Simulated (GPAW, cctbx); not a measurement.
# Li2CuAgCl6: what bonding does to one electron reflection, worked out

Li2CuAgCl6, Fm-3m (no. 225), a = 9.8500 Å, b = 9.8500 Å, c = 9.8500 Å, α = 90.00°, β = 90.00°, γ = 90.00°.

| atom | mult. | x | y | z |
| --- | --- | --- | --- | --- |
| Ag1 | 4 | 0 | 0 | 0 |
| Cu1 | 4 | 1/2 | 0 | 0 |
| Cl1 | 24 | 0 | 0 | 0.7419 |
| Li1 | 8 | 1/4 | 3/4 | 3/4 |

The start was made by putting kin elements into a known structure type; the compound need not exist, or be stable, in this form.

A DFT run (GPAW, PBE, 550 eV, 4×4×4 k-points, Fermi–Dirac width 0.05 eV) gives the static X-ray structure factor of 022 as 170.360 e for the conventional cell; superposed free atoms give 174.046 e. **Problem.** Find the Fourier component V of the crystal potential and the two-beam extinction distance at 200 kV in both cases.

## Step 1: Geometry

The cell volume is Ω = 955.68 Å³ and d(022) = 3.4825 Å, so g = 1/d = 0.2872 Å⁻¹.

## Step 2: The nuclei

Electrons feel nuclei as well as electrons, so the nuclear charges are summed with the same phases.

Phase sums Σ exp(2πi h·x), turned so that the total is real and positive: Ag +4.000, Cu +4.000, Cl -7.918, Li +8.000. Then F_Z = 47 × (+4.000) + 29 × (+4.000) + 17 × (-7.918) + 3 × (+8.000) = 193.40 e. The electron term has the same sign for this reflection.

## Step 3: Mott–Bethe

Poisson's equation, term by term, gives V = (e/4πε₀)(F_Z − F)/(πΩg²), with e/4πε₀ = 14.3996 V Å.

The prefactor is 14.3996 × 3.4825²/(π × 955.68) = 0.05817 V per electron. Free atoms: (193.40 − 174.046) × 0.05817 = 1.126 V. Crystal: (193.40 − 170.360) × 0.05817 = 1.340 V. F changes by -2.12 % and V by +19.0 %: the same 3.69 e is measured against F_Z − F = 19.4 e in place of F = 174.0 e.

## Step 4: Extinction distance

In the two-beam case ξ = 1/(λU) with U = 2γm₀eV/h², that is ξ = 150.41 V Å²/(γλV).

At 200 kV, λ = 0.02508 Å and γ = 1.3914. Free atoms: ξ = 3829 Å. Crystal: ξ = 3216 Å. The thickness fringes go as sin²(πt/ξ), so the two patterns slip by a quarter of a period when t|1/ξ₁ − 1/ξ₀| = 1/4, at t ≈ 503 nm. Thermal motion, absorption and many-beam coupling, left out here, change a real pattern.

## Step 5: Answer

V(022) is 1.34 V against 1.13 V, and ξ is 3216 against 3829 Å. Limits: static atoms, two beams; no Hubbard U on Cu.
